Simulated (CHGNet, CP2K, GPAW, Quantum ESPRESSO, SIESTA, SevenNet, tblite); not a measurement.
# Predicting plane-wave site energies from CHGNet r2SCAN: a vacancy of Ge in amorphous Ge at 4.75 g/cm^3 (72 atoms)

Density of this cell: 4.75 g/cm³. The cell holds 72 atoms: 72 Ge. Its edges and angles: a = 12.230 Å, b = 12.230 Å, c = 12.230 Å, α = 90.0°, β = 90.0°, γ = 90.0°. 72 atoms (72 Ge) placed at random at 4.75 g/cm³, melted at 3500 K for 10 ps at fixed volume with the Tersoff potential (Tersoff, Phys. Rev. B 39, 5566 (1989)). Quenched from 3500 K to 300 K at 20 K/ps and fixed volume, annealed at 800 K for 20 ps, held 5 ps, then minimised at fixed cell. Then the atoms were relaxed with SevenNet 0 in the fixed cell.

Calculated with Quantum ESPRESSO 7.5: PBE; plane waves, SSSP efficiency, 45/360 Ry; k-points Γ. The cheaper level is CHGNet r2SCAN, trained on r2SCAN plane-wave data, no dispersion term. Each row is one cell with a vacancy of Ge, relaxed with SevenNet 0; both levels solve the same cells, and energies are counted from site Ge39 at each level.

| energy from CHGNet r2SCAN (eV) | energy from plane waves (eV) | site |
| --- | --- | --- |
| 0.000 | 0 | Ge39 |
| 0.200 | 1.017 | Ge19 |
| 0.244 | 1.483 | Ge53 |
| 0.689 | ? | ? |
| 0.883 | 2.124 | Ge42 |

Task: Fit a straight line to the rows given and interpolate to the withheld row.

Worked fit:

Take u as the energy from CHGNet r2SCAN and v as that from plane waves.

```
  u (eV)   v (eV)
       0        0
0.199951  1.01676
0.244018  1.48308
0.883056  2.12412
```

With n = 4: mean u = 0.331756, mean v = 1.15599, Σ(u − ū)² = 0.43906, Σ(u − ū)(v − v̄) = 0.90689. Slope b = 0.90689 / 0.43906 = 2.0655; intercept a = v̄ − b ū = 0.47075.

At the withheld site u = 0.6890, and v = a + b u.

Prediction at 0.689: 1.894 eV. The run gave 1.356 eV, so the fit is high by 0.54 eV (40 % of the value).

The slope of 2.1 says that CHGNet r2SCAN compresses the spread of the sites. Taken as it stands, without the line, its value misses the withheld site by 0.67 eV. Among the rows given, the largest miss of the fit is at 0.244, by 0.51 eV (24 % of the range of the table).

Limits: Few sites, one cell. The geometries are those of SevenNet 0, not of DFT.

[Logs are printed without paths, hosts, clocks, repeated set-up lines and the standing remarks that a program may print on its own settings, such as how far it seeks lower states.]

[Hosts, paths, dates, database ids (printed as entryN), source tags and the programs' standing remarks are cut or masked in the printed files.]
